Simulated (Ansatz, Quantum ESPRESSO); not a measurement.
# Lattice dynamics of NaF (Villiaumite) in two programs, part 4 of 4

Aim: the phonon dispersion of NaF (Villiaumite), checked by a second program.

Quantum ESPRESSO 7.5; DFT LDA, scalar-relativistic, plane waves, GBRV ultrasoft pseudopotentials.

So far. Step 9 (Modes with the sum rule): The rule moves no optical mode by more than 0.2 cm⁻¹. Step 12 (Modes along a direction of q (1 0 0)): The field moves one mode, from 277 to 428 cm⁻¹; the others stay.

## 14. Cross-check with Ansatz

The same cell goes through another code, with its own cutoff. It uses its own PAW datasets, so the potentials differ. Its k mesh is centred on Γ.

This step: DFT LDA, scalar-relativistic, plane waves, PAW (Ansatz 0.2.0).

input.yaml reads:

```yaml
crystal:
  lattice:
    - [-2.2619855654, 0.0, 2.2619855654]
    - [0.0, 2.2619855654, 2.2619855654]
    - [-2.2619855654, 2.2619855654, 0.0]
  atoms:
    - { symbol: Na, position: [0.0, 0.0, 0.0] }
    - { symbol: F, position: [0.5, 0.5, 0.5] }
kpoints:
  mp_grid: { grid: [8, 8, 8] }
hamiltonian:
  xc: lda
scf:
  occupations: { method: fixed }
output:
  eigenvalues: true
phonons:
  method: dfpt
  dielectric: true
  rigid_motions: translations
  qmesh: [4, 4, 4]
  temperatures: { t_max: 1000, t_step: 50 }
  qpath:
    path:
      - [[0.0, 0.0, 0.0], [0.0, 0.5, 0.5], [0.0, 0.625, 0.375]]
      - [[-0.375, 0.375, 0.0], [0.0, 0.0, 0.0], [0.0, 0.5, 0.0], [-0.25, 0.5, 0.25], [0.0, 0.5, 0.5]]
    npoints: 12
```

Launch:

```bash
$ ansatz run input.yaml --threads 2 --pin off --max-ram 4096MiB --backend cpu --events-out ev --progress --plain --runs-dir out
```

Numbers of over 12 decimals in the logs are rounded to 6 here.

Log:

```text
Engine: ansatz 0.2.0, x86_64-unknown-linux-gnu
Pseudopotentials: kind: paw
Pseudopotential: Na, paw, valence charge 9, recommended cutoff 420 eV (normal), Na.paw.azcp
Pseudopotential: F, paw, valence charge 7, recommended cutoff 420 eV (normal), F.paw.azcp
Functional definition: SPW92
  exchange = slater_x
  correlation = pw_c
Crystal: 2 atoms, lattice volume = 23.147 Å³
Basis set: ecut = 420 eV, 459 PW (Γ), exchange–correlation on 48×48×48 points (8 copies of the dense FFT grid, shifted against one another)
Bands: 12, of which v1, the nominal top of the filled ones, is band 8 counted from 1 (7 counted from 0)
Symmetry: 48 space group operations
k-points: 59 of 512 (irreducible under 8 space group operations, time reversal used)
Non-local potential: Na, projectors of the file, l = 0: 3, l = 1: 2, l = 2: 1
Non-local potential: F, projectors of the file, l = 0: 2, l = 1: 2, l = 2: 1
PAW form: soft (Blöchl's): semilocal exchange-correlation on the pseudo side does not see the compensation charge
PAW frozen core: Na, regenerated for the run's functional, and the local potential with it (the file was generated under x = pbe(κ = 0.804, μ = 0.219515), c = pbe(β = 0.066725))
PAW frozen core: F, regenerated for the run's functional, and the local potential with it (the file was generated under x = pbe(κ = 0.804, μ = 0.219515), c = pbe(β = 0.066725))
PAW one-centre angular grid: Na, 110 points (default); XC on 64 Gauss nodes
PAW one-centre angular grid: F, 110 points (default); XC on 64 Gauss nodes
Initial density: superposition of atomic densities (neutral atoms: chi_scale 0, normalization atom), corrected by the library's trained network
Initial wavefunctions: pseudopotential atomic-orbital guess
Functional: x = slater, c = lda
SCF iter   1: F=—  HF=-2263.115217 eV  |F-HF|=—  |Δ(HF+E_count)|=         —  Δρ=2.00e-2  dr2=6.37e-2  ethr=1.77e-3  ⟨swp⟩=4.6  Hψ=3438  notcnv=0  defer=111
preconditioner: auto → none  [insulator: Δε(μ)=6.095 eV  Ē_g=26.275 eV  n_scr=8 (ndim 8)  ℏωp=28.9 eV  f_vac=0.106  ε∞_Penn≈2.2]
SCF iter   2: F=—  HF=-2263.094871 eV  |F-HF|=—  |Δ(HF+E_count)|=   2.03e-2  Δρ=9.96e-3  dr2=1.05e-2  ethr=3.98e-4  ⟨swp⟩=2.1  Hψ=1496  notcnv=0  defer=116
SCF iter   3: F=—  HF=-2263.091459 eV  |F-HF|=—  |Δ(HF+E_count)|=   3.41e-3  Δρ=1.47e-3  dr2=3.65e-4  ethr=6.55e-5  ⟨swp⟩=2.0  Hψ=998  notcnv=0  defer=116
SCF iter   4: F=—  HF=-2263.091324 eV  |F-HF|=—  |Δ(HF+E_count)|=   1.35e-4  Δρ=4.87e-4  dr2=1.80e-5  ethr=2.28e-6  ⟨swp⟩=2.1  Hψ=1172  notcnv=0  defer=91
SCF iter   5: F=—  HF=-2263.091315 eV  |F-HF|=—  |Δ(HF+E_count)|=   9.03e-6  Δρ=3.87e-5  dr2=2.60e-7  ethr=1.12e-7  ⟨swp⟩=2.0  Hψ=858  notcnv=0
SCF iter   6: F=—  HF=-2263.091317 eV  |F-HF|=—  |Δ(HF+E_count)|=   1.40e-6  Δρ=4.53e-6  dr2=2.69e-9  ethr=1.62e-9  ⟨swp⟩=2.0  Hψ=857  notcnv=0
SCF iter   7: F=-2263.091317 eV  HF=-2263.091317 eV  |F-HF|=6.37e-12  |Δ(HF+E_count)|=  5.55e-10  Δρ=2.83e-7  dr2=8.10e-12  ethr=1.00e-12  ⟨swp⟩=6.8  Hψ=3694  notcnv=0
SCF 1 converged in 7 iterations: F = -2263.091317 eV  dr2 = 8.10e-12
  greatest PAW one-centre occupation: 0.999 electrons in one spin orbital (limit 2), on the Na atom at site 0 (counted from 0), in its partial waves of l = 0
DFPT response loops at Γ: preconditioner auto → none (the input reference at scf.mixing.eps_inf says where Resta's filter doesn't serve); β = 0.50; Broyden in place of MSR1
NSCF: frozen V_eff on 29 k-points
NSCF: frozen V_eff on 576 k-points
DFPT response loops at q = (0, 0, 0.25) (fractional): mixed as the last ones told, above
NSCF: frozen V_eff on 300 k-points
DFPT response loops at q = (0, 0, -0.5) (fractional): mixed as the last ones told, above
NSCF: frozen V_eff on 328 k-points
DFPT response loops at q = (0, 0.25, 0.25) (fractional): mixed as the last ones told, above
NSCF: frozen V_eff on 1024 k-points
DFPT response loops at q = (0, 0.25, -0.5) (fractional): mixed as the last ones told, above
NSCF: frozen V_eff on 576 k-points
DFPT response loops at q = (0, 0.25, -0.25) (fractional): mixed as the last ones told, above
NSCF: frozen V_eff on 190 k-points
DFPT response loops at q = (0, -0.5, -0.5) (fractional): mixed as the last ones told, above
NSCF: frozen V_eff on 328 k-points
DFPT response loops at q = (0.25, -0.5, -0.25) (fractional): mixed as the last ones told, above
SCF converged after 7 iterations
Free energy (F): -2263.091317 eV
Harris-Foulkes:  -2263.091317 eV  (|F-HF|=6.37e-12)
Internal energy: -2263.091317 eV  (E = F + TS)
E sigma→0 (E₀):  -2263.091317 eV
Fermi energy:    1.134787 eV
--- Per-component energies (eV) ---
  E_band       = -227.561993
  E_kinetic    = 327.777789
  E_local      = -1645.740284  (includes V_loc(G=0)·N_el)
  E_nonlocal   = 192.628641
  E_hartree    = 578.556991
  E_xc         = -117.326463
  E_vxc        = -152.164077  (∫ρ·V_xc dr)
  E_paw        = -432.148650  (= ΣΔE_a)
  E_vpaw       = -107.180029  (= ΣTr[D̂ρ^β])
  E_aug_tail   = 0.002069  (compensation charges beyond the density's cutoff)
  E_ewald      = -1167.095552
  E_core_change = 0.254142  (= ΣΔE_core)
  E_smearing   = -0.000000  (= −TS)
  E_closure    = -0.000000  (closes the sum)
  Σ components = -2263.091317   (vs F -2263.091317, Δ=0.00e0)
--- Band table (eV; the first three rows and the last of 59) ---
  k-point 0: bands = [... 4 lower, -17.4454, 1.1348, 1.1348, 1.1348, 7.5104, 20.1915, 20.1915, 20.1915]
  k-point 1: bands = [... 4 lower, -17.1891, 0.7939, 1.0892, 1.0892, 8.0907, 18.4117, 20.4615, 20.4615]
  k-point 2: bands = [... 4 lower, -16.8573, 0.1064, 0.9806, 0.9806, 9.4601, 16.3253, 21.0822, 21.0822]
  k-point 58: bands = [... 4 lower, -17.4483, -0.3082, 0.6792, 0.6792, 14.2275, 14.4962, 15.1226, 21.4238]
--- Phonons (Γ-DFPT): 2 representative perturbations + reference, on 59 of 512 k-points (Σ response iterations 7) ---
  k mesh reduced under 8 symmetry operations, with k and −k counted as one. Each operation leaves every solved perturbation unchanged. A smaller set is not considered because the run solves the response to a homogeneous field
  ASR residual: 1.567e-4 → 0.000e0 eV/Å²; symmetrization residual: 1.089e-6 eV/Å²
  ASR residual per site (eV/Å²): 6.99e-5 1.57e-4
  Γ frequencies (cm⁻¹): 0.00 0.00 0.00 266.22 266.22 266.22
  ε∞ (high-frequency dielectric tensor):
        1.925349    -0.000000     0.000000
        0.000000     1.925349     0.000000
        0.000000     0.000000     1.925349
  ε⁰ (static dielectric tensor: ions relaxed, cell fixed):
        4.805956     0.000000     0.000000
        0.000000     4.805956    -0.000000
        0.000000    -0.000000     4.805956
  ε⁰ − ε∞ (ionic part):
        2.880607     0.000000     0.000000
        0.000000     2.880607    -0.000000
        0.000000    -0.000000     2.880607
  softest optical mode at Γ: 266.22 cm⁻¹; the repairs (sum rule, projections) moved no ω² at Γ by more than (1.53 cm⁻¹)²
  Born effective charges Z* (e; rows j = field, columns β = displacement):
    site 0:
         0.99952    0.00000    0.00000
         0.00000    0.99952   -0.00000
         0.00000    0.00000    0.99952
    site 1:
        -0.99952    0.00000    0.00000
        -0.00000   -0.99952    0.00000
        -0.00000   -0.00000   -0.99952
  Z* charge neutrality: 8.391e-6 e pre-enforcement
  k-mesh period / interband length: 25.6 Å / 0.89 Å = 28.87 at k = (0.0000, 0.0000, 0.0000), direct gap 6.376 eV — 14 or more, which is no proof of convergence
  optical modes at Γ without the LO–TO term, one row a degenerate level:
      ω (cm⁻¹)  modes    IR ((D/Å)²/amu)
        266.22      3             6.6472
  optical modes at Γ + LO–TO along q̂ = [1.0000, 0.0000, 0.0000]:
      ω (cm⁻¹)  modes    IR ((D/Å)²/amu)
        266.22      2             4.4315
        420.61      1             2.2157
  optical modes at Γ + LO–TO along q̂ = [0.0000, 1.0000, 0.0000]:
      ω (cm⁻¹)  modes    IR ((D/Å)²/amu)
        266.22      2             4.4315
        420.61      1             2.2157
  optical modes at Γ + LO–TO along q̂ = [0.0000, 0.0000, 1.0000]:
      ω (cm⁻¹)  modes    IR ((D/Å)²/amu)
        266.22      2             4.4315
        420.61      1             2.2157
--- Phonons (arbitrary-q DFPT): 8 irreducible q on the 4×4×4 mesh ---
  q = [0.0000, 0.0000, 0.0000] (star 1, of the zone-centre solve; hermiticity 8.04e-7, symmetrization 3.87e-14): -0.00 0.00 0.00 266.22 266.22 266.22
  q = [0.0000, 0.0000, 0.2500] (star 8, 2 solved perturbations on 288 of 512 k-point pairs; hermiticity 4.61e-7, symmetrization 4.20e-13): 114.87 114.87 174.28 251.73 251.73 394.96
  q = [0.0000, 0.0000, -0.5000] (star 4, 2 solved perturbations on 150 of 512 k-point pairs; hermiticity 1.31e-13, symmetrization 3.40e-13): 190.86 190.86 213.84 213.84 311.64 314.95
  q = [0.0000, 0.2500, 0.2500] (star 6, 4 solved perturbations in 528 linear systems a pass and spin channel, the states on 164 of 512 k-point pairs; hermiticity 7.60e-7, symmetrization 3.73e-13): 102.69 102.69 210.81 273.16 273.16 354.11
  q = [0.0000, 0.2500, -0.5000] (star 24, 4 solved perturbations in 1600 linear systems a pass and spin channel, the states on 512 of 512 k-point pairs; hermiticity 6.31e-7, symmetrization 1.32e-13): 156.85 202.45 240.23 257.19 276.24 309.66
  q = [0.0000, 0.2500, -0.2500] (star 12, 4 solved perturbations in 904 linear systems a pass and spin channel, the states on 288 of 512 k-point pairs; hermiticity 6.03e-7, symmetrization 5.06e-13): 168.44 188.62 216.03 243.09 281.57 330.92
  q = [0.0000, -0.5000, -0.5000] (star 3, 4 solved perturbations in 308 linear systems a pass and spin channel, the states on 95 of 512 k-point pairs; hermiticity 4.43e-7, symmetrization 5.30e-13): 144.49 144.49 264.02 279.96 279.96 301.00
  q = [0.2500, -0.5000, -0.2500] (star 6, 4 solved perturbations in 502 linear systems a pass and spin channel, the states on 164 of 512 k-point pairs; hermiticity 4.89e-7, symmetrization 2.52e-13): 214.24 214.24 220.16 243.23 289.95 289.95
  sum rule: each row above includes the acoustic sum rule's correction from the zone centre's row sums; it moved no ω² by more than (1.50 cm⁻¹)²
  mesh force constants: q→R imaginary residual 3.65e-18; ASR residual 1.567e-4 → 0.000e0 eV/Å²; symmetrization residual 3.553e-15 eV/Å²
  interpolated dispersion: 75 rows × 6 modes
  density of states and harmonic sums: on the 24×24×24 q-mesh, interpolated from the force constants of a 4×4×4 supercell (with the dipole–dipole term)
  largest difference from the sums on the solved wave vectors: F 1.05e-2 eV, S 1.46e-5 and C_V 4.00e-6 eV/K
  zero-point energy: 0.087149 eV/cell   skipped modes (ω ≤ 0): 3   left out of the sums: 3.62e-5 of the cell's modes: C_V's classical limit lies that fraction below 3 k_B per atom; for a crystal, a wire or a layer, F and S can be off by more, and a phonons.interpolated_qmesh denser along its periods is the remedy for the sampling
```

It took 32 s on 2 threads of AMD EPYC 9R14 (Zen 4), shared host; peak memory 0.66 GiB.

Read from the output:

| Quantity | Value |
| --- | --- |
| gap on the k-mesh | 6.376 eV |
| sum-rule residual before enforcement | 1.57e-4 eV/Å² |
| miss of the charge sum rule | 8.39e-6 e |
| lowest frequency on the path | 0 cm⁻¹ |
| mean frequency | 234.3 cm⁻¹ |
| Debye temperature (second moment) | 452 K |
| logarithmic mean frequency | 223.2 cm⁻¹ |
| highest optical zone-centre mode (no LO-TO term) | 266.2 cm⁻¹ |
| lowest optical zone-centre mode | 266.2 cm⁻¹ |
| mean high-frequency dielectric constant | 1.925 |
| largest Born charge in size (third of the trace) | 0.9995 e |
| mean static dielectric constant | 4.806 |
| highest mode moved by the LO-TO term | 420.6 cm⁻¹ |
| lowest mode on the q mesh (acoustic ones at the zone centre apart) | 102.7 cm⁻¹ |

Transverse modes. Lines of the infrared spectrum (strongest = 100):

```csv
position (cm⁻¹),label,"IR intensity ((D/Å)²/amu), degenerate modes summed, relative"
266,T1u,100
```

## 15. Side by side: QE GBRV and Ansatz, PAW

Numbers from this step:

```yaml
root_mean_square_difference: 7.44 cm⁻¹
largest_difference: 11.61 cm⁻¹
root_mean_square_difference_on_the_path: 7.4 cm⁻¹
largest_difference_on_the_path: 11.8 cm⁻¹
```

The 12 of 48 modes that differ most. Frequencies side by side:

| q (reciprocal lattice) | mode | QE GBRV (cm⁻¹) | Ansatz, PAW (cm⁻¹) |
| --- | --- | --- | --- |
| 0 0 0 | 1 | -10.62 | 0 |
| 0 0 0 | 4 | 277 | 266.2 |
| 0 0 0 | 5 | 277 | 266.2 |
| 0 0 0 | 6 | 277 | 266.2 |
| 0 0.25 0.25 | 4 | 284.3 | 273.2 |
| 0 0.25 0.25 | 5 | 284.3 | 273.2 |
| 0 0.25 -0.25 | 5 | 293 | 281.6 |
| 0 -0.5 -0.5 | 4 | 291.5 | 280 |
| 0 -0.5 -0.5 | 5 | 291.5 | 280 |
| 0 -0.5 -0.5 | 6 | 311.9 | 301 |
| 0.25 -0.5 -0.25 | 5 | 301.6 | 289.9 |
| 0.25 -0.5 -0.25 | 6 | 301.6 | 289.9 |

The two runs side by side. Further quantities:

```csv
quantity,QE GBRV,"Ansatz, PAW"
mean ε∞,1.927,1.925
"largest Born charge in size (e; the first before, the second after the charge sum rule)",1.001,0.999
```

At the solved wavevectors the largest difference (acoustic modes at Γ apart) is 3 % of the highest mode.

## 16. Results

```yaml
space_group_after_relaxation: Fm-3m
volume_per_atom: 11.6 Å³
gap_on_the_k_mesh: 6.34 eV
highest_optical_zone_centre_mode_no_lo_to_term: 277.2 cm⁻¹
highest_mode_moved_by_the_lo_to_term: 427.5 cm⁻¹
mean_high_frequency_dielectric_constant: 1.93
largest_born_charge_in_size_third_of_the_trace: 1.00 e
mean_static_dielectric_constant: 4.58
q_mesh: 4×4×4
lowest_mode_on_the_q_mesh_acoustic_ones_at_the_zone_centre_apart: 100.6 cm⁻¹
zero_point_energy_per_atom: 44.6 meV
heat_capacity_at_300_k: 22.2 J/(mol atoms K)
vibrational_entropy_at_300_k: 24.1 J/(mol atoms K)
imaginary_modes_on_the_q_mesh: none
largest_difference_from_ansatz_paw: 11.6 cm⁻¹
```

**Reading.** NaF (Villiaumite) is dynamically stable on the 4×4×4 mesh; its spectrum reaches 428 cm⁻¹. At the LDA level the optical modes of NaF (Villiaumite) at the zone centre (no LO-TO term) lie at 277 cm⁻¹. Along the directions run, the highest mode that the macroscopic field moves lies at 427 cm⁻¹. Lattice motion raises the mean dielectric constant from 1.927 to 4.583. The Born charge of F is -0.9975 e against a formal charge of -1, close to the ionic value. The Lyddane-Sachs-Teller relation holds: (ωLO/ωTO)² is 2.38 and ε₀/ε∞ is 2.38. QE GBRV and Ansatz, PAW differ by 7.4 cm⁻¹ in the root mean square and by 11.6 cm⁻¹ at most, 2.9 % of the highest mode compared (acoustic modes at Γ left out; ph.x's values are those before the sum rule); the two use different potentials, and the cell was not relaxed for the second set. These are harmonic frequencies at zero temperature: anharmonic shifts and linewidths and thermal expansion are left out. The LDA runs differ in the fit of the correlation energy, Perdew-Zunger in some and Perdew-Wang in others.

[Host names and launcher messages were left out of these logs when they were recorded.]

[Logs are printed without paths, hosts, clocks, repeated set-up lines and the standing remarks that a program may print on its own settings, such as how far it seeks lower states.]

[Hosts, paths, dates, database ids (printed as entryN), source tags and the programs' standing remarks are cut or masked in the printed files.]
